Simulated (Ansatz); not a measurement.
## ScSn2Pt2, from a guessed structure to a relaxed one

Starting from a made-up structure for ScSn2Pt2, the aim is the relaxed cell, its shortest contacts and, where a second run follows, its electronic structure.

Main program and level: Ansatz 0.2.0; DFT, r2SCAN, plane-wave PAW, files of the set soft_1, scalar-relativistic, no spin, cell and ions relaxed at zero pressure; PAW set soft_1, in the first sound run; inputs show where later runs differ.

## Step 1: The starting structure

The structure is tetragonal, space group I4/mmm (No. 139). The conventional cell has a = 4.150 Å, b = 4.150 Å, c = 10.501 Å, α = 90.00°, β = 90.00°, γ = 90.00°. Nearest to Pt lie 4 Sn at 2.33 Å and 4 Pt at 2.93 Å and 4 Sc at 3.35 Å. Nearest to Sn lie 4 Pt at 2.33 Å and 5 Sn at 3.14 to 3.61 Å and 5 Sc at 3.33 to 3.68 Å. Nearest to Sc lie 10 Sn at 3.33 to 3.68 Å and 8 Pt at 3.35 Å. Farther neighbours are not listed.

## Step 2: Relaxing cell and atoms

The guess takes its coordinates from another compound and its volume from a rule, so the cell and any free coordinates are relaxed together.

Input file input.yaml:

```yaml
crystal:
  lattice:
    - [-2.075, 2.075, 5.2505]
    - [2.075, -2.075, 5.2505]
    - [2.075, 2.075, -5.2505]
  atoms:
    - { symbol: Pt, position: [0.75, 0.25, 0.5] }
    - { symbol: Pt, position: [0.25, 0.75, 0.5] }
    - { symbol: Sn, position: [0.3504, 0.3504, 0.0] }
    - { symbol: Sn, position: [0.6496, 0.6496, 0.0] }
    - { symbol: Sc, position: [0.0, 0.0, 0.0] }
kpoints:
  mp_grid: { grid: [9, 9, 9] }
scf:
  occupations: { method: fermi_dirac, width: 0.05 }
hamiltonian:
  xc: r2scan
  pseudopotentials: { kind: paw, azcp: { folder: soft_1 } }
relax:
  f_tol: 0.015
  max_steps: 70
  cell: {}
output:
  forces: true
  stress: true
```

Started as:

```bash
ansatz run input.yaml --threads 4 --pin off --max-ram 8192MiB --backend cpu --events-out ev --progress --plain --runs-dir out
```

Numbers of over 12 decimals in the logs are rounded to 6 here.

What it wrote:

```text
basis.fft_grid_basis auto: the FFT boxes are laid along the combinations [[1, 0, 1], [0, 1, 1], [0, 0, 1]] of the cell's own vectors, 4.150, 4.150 and 6.015 Å long. The dense box has 32×32×45 points. Along the cell's own vectors, as sized, it would have 45×45×45, 1.98 times as many. Of the 16 symmetry operations that the crystal satisfies within crystal.symmetry.tolerance (time reversal apart; of a slab, those that k [...]
Engine: ansatz 0.2.0, x86_64-unknown-linux-gnu
Pseudopotentials: kind: paw
Pseudopotential: Pt, paw, valence charge 18, recommended cutoff 500 eV (meta_gga), soft_1/Pt.paw.azcp
Pseudopotential: Sn, paw, valence charge 14, recommended cutoff 500 eV (meta_gga), soft_1/Sn.paw.azcp
Pseudopotential: Sc, paw, valence charge 11, recommended cutoff 500 eV (meta_gga), soft_1/Sc.paw.azcp
Functional definition: r2SCAN
  parameter k0 = 0.174
  parameter k1 = 0.065
  parameter a1 = 4.9479
  exchange = r2scan_x(k0 = k0, k1 = k1, a1 = a1)
  correlation = r2scan_c
Crystal: 5 atoms, lattice volume = 90.427 Å³
Basis set: ecut = 500 eV, 2299 PW (Γ), FFT grids on a1+a3, a2+a3, a3, exchange–correlation on 128×128×180 points (64 copies of the dense FFT grid, shifted against one another)
Bands: 45, of which v1, the nominal top of the filled ones, is band 38 counted from 1 (37 counted from 0)
Symmetry: 16 space group operations
Space group: I4/mmm (ITA 139), of the structure as read, at distance tolerance 4.5e-5 Å
k-points: 75 of 729
Non-local potential: Pt, projectors of the file, l = 0: 3, l = 1: 2, l = 2: 2, l = 3: 1
Non-local potential: Sn, projectors of the file, l = 0: 2, l = 1: 2, l = 2: 2, l = 3: 1
Non-local potential: Sc, projectors of the file, l = 0: 3, l = 1: 2, l = 2: 3, l = 3: 1
PAW form: soft (Blöchl's): semilocal exchange-correlation on the pseudo side does not see the compensation charge
PAW frozen core: Pt, regenerated for the run's functional (the file was generated under x = pbe(κ = 0.804, μ = 0.219515), c = pbe(β = 0.066725))
PAW frozen core: Sn, regenerated for the run's functional (the file was generated under x = pbe(κ = 0.804, μ = 0.219515), c = pbe(β = 0.066725))
PAW frozen core: Sc, regenerated for the run's functional (the file was generated under x = pbe(κ = 0.804, μ = 0.219515), c = pbe(β = 0.066725))
PAW one-centre angular grid: Pt, 590 points (default); XC on 160 Gauss nodes
PAW one-centre angular grid: Sn, 590 points (default); XC on 160 Gauss nodes
PAW one-centre angular grid: Sc, 590 points (default); XC on 224 Gauss nodes
Initial density: superposition of atomic densities (chi_scale 0.1, normalization cell, long waves kept (reshape's long-wave potential 0.01 eV rms))
Initial wavefunctions: pseudopotential atomic-orbital guess
Functional: x = r2scan, c = r2scan; τ floored in thin density (d = 2e-4 eV/Å³)
SCF iter   1: F=—  HF=-39295.316603 eV  |F-HF|=—  |Δ(HF+E_count)|=         —  Δρ=1.59e-1  dr2=5.39e1  dr2_τ=1.53e0  ethr=3.10e-3  ⟨swp⟩=6.4  Hψ=12738  notcnv=0  defer=1
preconditioner: auto → Kerker (q_TF=auto, 2.645 Å⁻¹)  [metal: Δε(μ)=0.005 eV  Ē_g=13.492 eV  σ=0.050 eV  W_gap=0.02  n_scr=32 (ndim 8)  ℏωp=27.9 eV  f_vac=0.000  D(μ)=5.11/eV (n_scr^D=36)]
SCF iter   2: F=—  HF=-39291.534532 eV  |F-HF|=—  |Δ(HF+E_count)|=    3.78e0  Δρ=5.71e-2  dr2=3.84e0  dr2_τ=2.27e0  ethr=3.10e-3  ⟨swp⟩=4.0  Hψ=7889  notcnv=0  defer=25
SCF iter   3: F=—  HF=-39291.640942 eV  |F-HF|=—  |Δ(HF+E_count)|=   1.06e-1  Δρ=3.08e-2  dr2=1.06e0  dr2_τ=6.02e-2  ethr=3.10e-3  ⟨swp⟩=2.2  Hψ=4405  notcnv=0  defer=120
SCF iter   4: F=—  HF=-39291.638042 eV  |F-HF|=—  |Δ(HF+E_count)|=   2.90e-3  Δρ=1.88e-2  dr2=6.50e-1  dr2_τ=2.55e-2  ethr=1.41e-3  ⟨swp⟩=3.4  Hψ=6886  notcnv=0  defer=126
SCF iter   5: F=—  HF=-39291.574577 eV  |F-HF|=—  |Δ(HF+E_count)|=   6.35e-2  Δρ=6.44e-3  dr2=8.67e-2  dr2_τ=1.60e-3  ethr=8.67e-4  ⟨swp⟩=2.4  Hψ=4167  notcnv=0  defer=115
SCF iter   6: F=—  HF=-39291.565190 eV  |F-HF|=—  |Δ(HF+E_count)|=   9.39e-3  Δρ=2.06e-3  dr2=1.07e-2  dr2_τ=1.41e-4  ethr=1.16e-4  ⟨swp⟩=2.1  Hψ=3868  notcnv=0  defer=113
SCF iter   7: F=—  HF=-39291.564328 eV  |F-HF|=—  |Δ(HF+E_count)|=   8.62e-4  Δρ=6.80e-4  dr2=1.15e-3  dr2_τ=1.64e-5  ethr=1.42e-5  ⟨swp⟩=2.1  Hψ=4086  notcnv=0  defer=109
SCF iter   8: F=—  HF=-39291.564293 eV  |F-HF|=—  |Δ(HF+E_count)|=   3.52e-5  Δρ=3.21e-4  dr2=2.29e-4  dr2_τ=4.90e-6  ethr=1.54e-6  ⟨swp⟩=2.2  Hψ=4019  notcnv=0  defer=108
SCF iter   9: F=—  HF=-39291.564286 eV  |F-HF|=—  |Δ(HF+E_count)|=   6.54e-6  Δρ=1.10e-4  dr2=2.75e-5  dr2_τ=8.94e-7  ethr=3.05e-7  ⟨swp⟩=1.9  Hψ=3481  notcnv=0  defer=108
SCF iter  10: F=—  HF=-39291.564297 eV  |F-HF|=—  |Δ(HF+E_count)|=   1.04e-5  Δρ=1.90e-5  dr2=3.39e-7  dr2_τ=2.19e-8  ethr=3.67e-8  ⟨swp⟩=2.0  Hψ=4363  notcnv=0  defer=108
SCF iter  11: F=-39291.564297 eV  HF=-39291.564297 eV  |F-HF|=2.19e-8  |Δ(HF+E_count)|=   4.80e-7  Δρ=8.17e-6  dr2=5.95e-8  dr2_τ=2.88e-9  ethr=1.33e-10  ⟨swp⟩=5.2  Hψ=12453  notcnv=0
SCF 1 converged in 11 iterations: F = -39291.564297 eV  dr2 = 5.95e-8
  greatest PAW one-centre occupation: 1.000 electrons in one spin orbital (limit 2), on the Pt atom at site 1 (counted from 0), in its partial waves of l = 0
relax step   1: F+E_penalty+E_count = -39291.56429707 eV  Δ(F+E_penalty+E_count) = +0.000e0 eV  max|allowed force component| = 1.004e1 eV/Å  Δτ_max = 0.0000 Å  P = +57.985 GPa  Ω = 90.427 Å³  (11 SCF iters, dr2 threshold 1.00e-7 eV, accepted)
Crystal: 5 atoms, lattice volume = 99.537 Å³
Basis set: ecut = 500 eV, 2491 PW (Γ), FFT grids on a1+a3, a2+a3, a3, exchange–correlation on 128×128×180 points (64 copies of the dense FFT grid, shifted against one another)
Initial density: handed on by an earlier stage of this run
Initial wavefunctions: those handed on with the density
iter 1 solved again at ethr=3.16e-4 eV; its pass at ethr=3.10e-3 eV (dr2=2.37e-1 eV) is discarded
SCF iter   1: F=—  HF=-39294.543915 eV  |F-HF|=—  |Δ(HF+E_count)|=         —  Δρ=1.64e-2  dr2=2.44e-1  dr2_τ=1.66e0  ethr=3.16e-4  ⟨swp⟩=1.2  Hψ=16614  notcnv=0
preconditioner: auto → Kerker (q_TF=auto, 2.603 Å⁻¹)  [metal: Δε(μ)=0.005 eV  Ē_g=13.784 eV  σ=0.050 eV  W_gap=0.03  n_scr=32 (ndim 8)  ℏωp=26.6 eV  f_vac=0.000  D(μ)=2.74/eV (n_scr^D=14)]
SCF iter   2: F=—  HF=-39296.242976 eV  |F-HF|=—  |Δ(HF+E_count)|=    1.70e0  Δρ=9.44e-3  dr2=8.09e-2  dr2_τ=1.33e-2  ethr=3.16e-4  ⟨swp⟩=3.3  Hψ=8194  notcnv=0
SCF iter   3: F=—  HF=-39296.236027 eV  |F-HF|=—  |Δ(HF+E_count)|=   6.95e-3  Δρ=4.17e-3  dr2=1.80e-2  dr2_τ=7.71e-4  ethr=1.08e-4  ⟨swp⟩=2.2  Hψ=5379  notcnv=0  defer=92
[...]
SCF iter   9: F=—  HF=-39296.683374 eV  |F-HF|=—  |Δ(HF+E_count)|=   5.72e-8  Δρ=1.94e-5  dr2=5.05e-7  dr2_τ=1.46e-8  ethr=3.41e-9  ⟨swp⟩=2.2  Hψ=5066  notcnv=0  defer=37
SCF iter  10: F=-39296.683374 eV  HF=-39296.683374 eV  |F-HF|=1.35e-8  |Δ(HF+E_count)|=   2.45e-8  Δρ=3.97e-6  dr2=4.09e-8  dr2_τ=9.56e-10  ethr=6.67e-10  ⟨swp⟩=4.8  Hψ=10880  notcnv=0
SCF 3 converged in 10 iterations: F = -39296.683374 eV  dr2 = 4.09e-8
relax step   3: F+E_penalty+E_count = -39296.68337376 eV  Δ(F+E_penalty+E_count) = -4.439e-1 eV  max|allowed force component| = 2.377e-1 eV/Å  Δτ_max = 0.1216 Å  P = +4.371 GPa  Ω = 102.604 Å³  energy of the carried Pulay correction = -3.269e-3 eV  (10 SCF iters, dr2 threshold 5.00e-7 eV, accepted)
[...]
relax step   4: F+E_penalty+E_count = -39296.73376930 eV  Δ(F+E_penalty+E_count) = -5.040e-2 eV  max|allowed force component| = 1.964e-1 eV/Å  Δτ_max = 0.0206 Å  P = +0.293 GPa  Ω = 106.201 Å³  energy of the carried Pulay correction = -4.158e-3 eV  (8 SCF iters, dr2 threshold 5.00e-7 eV, accepted)
[...]
relax step   5: F+E_penalty+E_count = -39296.73604435 eV  Δ(F+E_penalty+E_count) = -2.275e-3 eV  max|allowed force component| = 4.191e-2 eV/Å  Δτ_max = 0.0044 Å  P = +0.166 GPa  Ω = 106.197 Å³  energy of the carried Pulay correction = -4.157e-3 eV  (5 SCF iters, dr2 threshold 5.00e-7 eV, accepted)
[...]
relax step   6: F+E_penalty+E_count = -39296.73804708 eV  Δ(F+E_penalty+E_count) = -2.003e-3 eV  max|allowed force component| = 5.096e-2 eV/Å  Δτ_max = 0.0026 Å  P = +0.147 GPa  Ω = 106.299 Å³  energy of the carried Pulay correction = -4.182e-3 eV  (6 SCF iters, dr2 threshold 3.72e-7 eV, accepted)
[...]
relax step   7: F+E_penalty+E_count = -39296.74346921 eV  Δ(F+E_penalty+E_count) = -5.422e-3 eV  max|allowed force component| = 2.704e-1 eV/Å  Δτ_max = 0.0223 Å  P = +0.117 GPa  Ω = 106.937 Å³  energy of the carried Pulay correction = -4.336e-3 eV  (8 SCF iters, dr2 threshold 1.64e-7 eV, accepted)
[...]
relax step   8: F+E_penalty+E_count = -39296.74819361 eV  Δ(F+E_penalty+E_count) = -4.724e-3 eV  max|allowed force component| = 1.309e-2 eV/Å  Δτ_max = 0.0299 Å  P = -0.050 GPa  Ω = 107.744 Å³  energy of the carried Pulay correction = -4.529e-3 eV  (7 SCF iters, dr2 threshold 5.00e-7 eV, accepted)
[...]
relax step   9: F+E_penalty+E_count = -39296.74827714 eV  Δ(F+E_penalty+E_count) = -8.353e-5 eV  max|allowed force component| = 1.556e-4 eV/Å  Δτ_max = 0.0016 Å  P = -0.006 GPa  Ω = 107.674 Å³  energy of the carried Pulay correction = -4.513e-3 eV  (6 SCF iters, dr2 threshold 1.80e-8 eV, accepted)
Basis set: ecut = 500 eV, 2759 PW (Γ), FFT grids on a1+a3, a2+a3, a3, exchange–correlation on 144×144×192 points (64 copies of the dense FFT grid, shifted against one another)
Initial wavefunctions: pseudopotential atomic-orbital guess (no wavefunctions were taken with the density)
iter 1 solved again at ethr=1.20e-7 eV; its pass at ethr=3.10e-3 eV (dr2=8.98e-5 eV) is discarded
SCF iter   1: F=—  HF=-39296.748438 eV  |F-HF|=—  |Δ(HF+E_count)|=         —  Δρ=8.40e-4  dr2=3.24e-5  dr2_τ=1.68e-4  ethr=1.20e-7  ⟨swp⟩=4.2  Hψ=22016  notcnv=0
preconditioner: auto → Kerker (q_TF=auto, 2.569 Å⁻¹)  [metal: Δε(μ)=0.004 eV  Ē_g=13.132 eV  σ=0.050 eV  W_gap=0.02  n_scr=32 (ndim 8)  ℏωp=25.6 eV  f_vac=0.000  D(μ)=2.75/eV (n_scr^D=14)]
SCF iter   2: F=—  HF=-39296.752283 eV  |F-HF|=—  |Δ(HF+E_count)|=   3.85e-3  Δρ=4.28e-4  dr2=8.40e-6  dr2_τ=7.96e-5  ethr=4.32e-8  ⟨swp⟩=2.0  Hψ=5604  notcnv=0
SCF iter   3: F=—  HF=-39296.753983 eV  |F-HF|=—  |Δ(HF+E_count)|=   1.70e-3  Δρ=1.78e-5  dr2=1.22e-7  dr2_τ=1.19e-7  ethr=1.12e-8  ⟨swp⟩=2.0  Hψ=6081  notcnv=0
SCF iter   4: F=—  HF=-39296.753985 eV  |F-HF|=—  |Δ(HF+E_count)|=   2.46e-6  Δρ=6.27e-6  dr2=4.30e-8  dr2_τ=7.29e-9  ethr=1.62e-10  ⟨swp⟩=2.0  Hψ=5547  notcnv=0
SCF iter   5: F=—  HF=-39296.753985 eV  |F-HF|=—  |Δ(HF+E_count)|=   5.17e-8  Δρ=2.13e-6  dr2=4.06e-9  dr2_τ=5.12e-10  ethr=5.73e-11  ⟨swp⟩=2.1  Hψ=4474  notcnv=0
SCF iter   6: F=—  HF=-39296.753985 eV  |F-HF|=—  |Δ(HF+E_count)|=   1.04e-8  Δρ=7.24e-7  dr2=1.08e-9  dr2_τ=5.62e-11  ethr=5.41e-12  ⟨swp⟩=2.0  Hψ=5527  notcnv=0
SCF iter   7: F=—  HF=-39296.753985 eV  |F-HF|=—  |Δ(HF+E_count)|=  5.24e-10  Δρ=2.24e-7  dr2=9.80e-11  dr2_τ=2.22e-12  ethr=1.44e-12  ⟨swp⟩=2.0  Hψ=5518  notcnv=0
SCF iter   8: F=-39296.753985 eV  HF=-39296.753985 eV  |F-HF|=1.46e-11  |Δ(HF+E_count)|=  5.09e-11  Δρ=8.38e-8  dr2=8.38e-12  dr2_τ=1.03e-12  ethr=1.00e-12  ⟨swp⟩=5.0  Hψ=11318  notcnv=0
SCF 10 converged in 8 iterations: F = -39296.753985 eV  dr2 = 8.38e-12
relax step  10: F+E_penalty+E_count = -39296.75398529 eV  Δ(F+E_penalty+E_count) = -5.708e-3 eV  max|allowed force component| = 4.362e-4 eV/Å  Δτ_max = 0.0000 Å  P = +0.007 GPa  Ω = 107.674 Å³  stress off target by 1.76e-2 GPa  SCF on the basis re-selected at this cell (its energy is not comparable with the rows above)  (8 SCF iters)
basis re-selected at this cell: Δ(F+E_penalty+E_count) = -5.708e-3 eV, ΔP = +0.012 GPa vs the last step (what re-selecting the basis moved, of the pressure what is left beyond the Pulay correction that the steps carried, after the strain that the cell walked since its last selection, with what the two solves' SCF thresholds leave and, on support functions, any second-order correction that the steps lacked; it is no measure of the basis error at this ecutwfc). The dense FFT grid was sized anew with the basis: this SCF ran on 36×36×48 points, the steps before it on 32×32×45, so part of this shift can come from that change (see relax.cell in the input reference). [rest of the remark cut]
SCF converged after 8 iterations
Free energy (F): -39296.753985 eV
Harris-Foulkes:  -39296.753985 eV  (|F-HF|=1.46e-11)
Internal energy: -39296.731538 eV  (E = F + TS)
E sigma→0 (E₀):  -39296.742762 eV
Entropy (-TS):   -0.022447 eV (-4.489 meV/atom)
Fermi energy:    14.215617 eV
--- Per-component energies (eV) ---
  E_band       = -844.527773
  E_kinetic    = 1741.679598
  E_local      = -7416.334797  (includes V_loc(G=0)·N_el)
  E_nonlocal   = 843.800998
  E_hartree    = 3165.667755
  E_xc         = -753.377463
  E_vxc        = -887.373532  (∫ρ·V_xc dr)
  E_paw        = -28813.336596  (= ΣΔE_a)
  E_vpaw       = -1517.150856  (= ΣTr[D̂ρ^β])
  E_aug_tail   = 0.001637  (compensation charges beyond the density's cutoff)
  E_vtau       = 59.513841  (kinetic-family band-sum trace: ∫τ·v_τ [+ j·A + Jᵃ·Aᵃ] dr)
  E_ewald      = -8065.601587
  E_core_change = 0.768917  (= ΣΔE_core)
  E_smearing   = -0.022447  (= −TS)
  E_closure    = -0.000000  (closes the sum)
  Σ components = -39296.753985   (vs F -39296.753985, Δ=0.00e0)
--- Forces (eV/Å), atoms counted from 1 ---
  atom   1  Pt    -0.00000000    -0.00000000     0.00000000
  atom   2  Pt     0.00000000    -0.00000000     0.00000000
  atom   3  Sn     0.00000000     0.00000000     0.00043624
  atom   4  Sn     0.00000000    -0.00000000    -0.00043624
  atom   5  Sc     0.00000000     0.00000000     0.00000000
  max |Σ_I F_I| component: 6.94e-18 eV/Å
--- Stress (GPa, compression-positive) ---
        0.001251       0.000000       0.000000
        0.000000       0.001251      -0.000000
       -0.000000      -0.000000       0.017555
  P = ⅓ Tr σ = 0.0067 GPa (0.067 kbar)
--- Relaxed structure (9 steps of the walk, 9 accepted, 1 SCFs on fresh bases) ---
  F+E_penalty+E_count = -39296.75398529 eV   max|allowed force component| = 4.362e-4 eV/Å   (the final SCF, on the basis selected at the relaxed cell)
  cell:  # Å, volume = 107.6735 Å³
    - [-2.241801, 2.241801, 5.356176]
    - [2.241801, -2.241801, 5.356176]
    - [2.241801, 2.241801, -5.356176]
  atoms:
    - { symbol: Pt, position: [0.75, 0.25, 0.5] }
    - { symbol: Pt, position: [0.25, 0.75, 0.5] }
    - { symbol: Sn, position: [0.374294, 0.374294, 0] }
    - { symbol: Sn, position: [0.625706, 0.625706, 0] }
    - { symbol: Sc, position: [1.1811515906327183e-18, 1.1811515906327183e-18, 0] }
```

Wall time 42 s (4 threads of Intel Xeon Platinum 8559C (Emerald Rapids), shared host); peak memory 0.97 GiB.

Step by step:

```
step  energy less that of the first step (eV)  largest force component (eV/Å)  pressure (GPa)  volume (Å³)
   1                                   0.0000                         10.0429           57.98        90.43
   2                                  -4.6752                          2.7197           14.37        99.54
   3                                  -5.1191                          0.2377            4.37       102.60
   4                                  -5.1695                          0.1964            0.29       106.20
   5                                  -5.1717                          0.0419            0.17       106.20
   6                                  -5.1738                          0.0510            0.15       106.30
   7                                  -5.1792                          0.2704            0.12       106.94
   8                                  -5.1839                          0.0131           -0.05       107.74
   9                                  -5.1840                          0.0002           -0.01       107.67
 10*                                  -5.1897                          0.0004            0.01       107.67
```

Relaxation steps marked * repeat the geometry before them on a plane-wave basis chosen anew for their cell, so energy and pressure can jump there.

Forces are held to the 16 operations that the run works with; a distortion that breaks them can't arise in this run.

```
conventional cell, symmetrised  before   after   change
                         a (Å)   4.150   4.484   +8.0 %
                         b (Å)   4.150   4.484   +8.0 %
                         c (Å)  10.501  10.712   +2.0 %
              volume (Å³/atom)   18.09   21.53  +19.1 %
```

The atoms that moved most (Å, as changes of fractional coordinates times the final cell):

```
atom     dx     dy      dz  length
 Sn3  0.000  0.000   0.256   0.256
 Sn4  0.000  0.000  -0.256   0.256
```

Numbers from this step:

```
free energy             : -39296.7540 eV
energy at zero smearing : -39296.7428 eV
smearing term TS        : 0.02245 eV
Fermi energy            : 14.22 eV
electrons               : 75
symmetry operations     : 16
pressure                : 0.006685 GPa
```

The shortest distance of each pair, which need not be the same contact before and after:

```
 pair  guess (Å)  relaxed (Å)
Pt–Sn      2.327        2.607
Sn–Sn      3.142        2.693
Pt–Pt      2.934        3.170
Sc–Sn      3.329        3.445
Pt–Sc      3.346        3.493
```

The relaxation ends with a largest force component of 4.4e-4 eV/Å and a pressure of 0.01 GPa.

[end of part 1 of 2]

[Logs are printed without paths, hosts, clocks, repeated set-up lines and the standing remarks that a program may print on its own settings, such as how far it seeks lower states.]

[Hosts, paths, dates, database ids (printed as entryN), source tags and the programs' standing remarks are cut or masked in the printed files.]
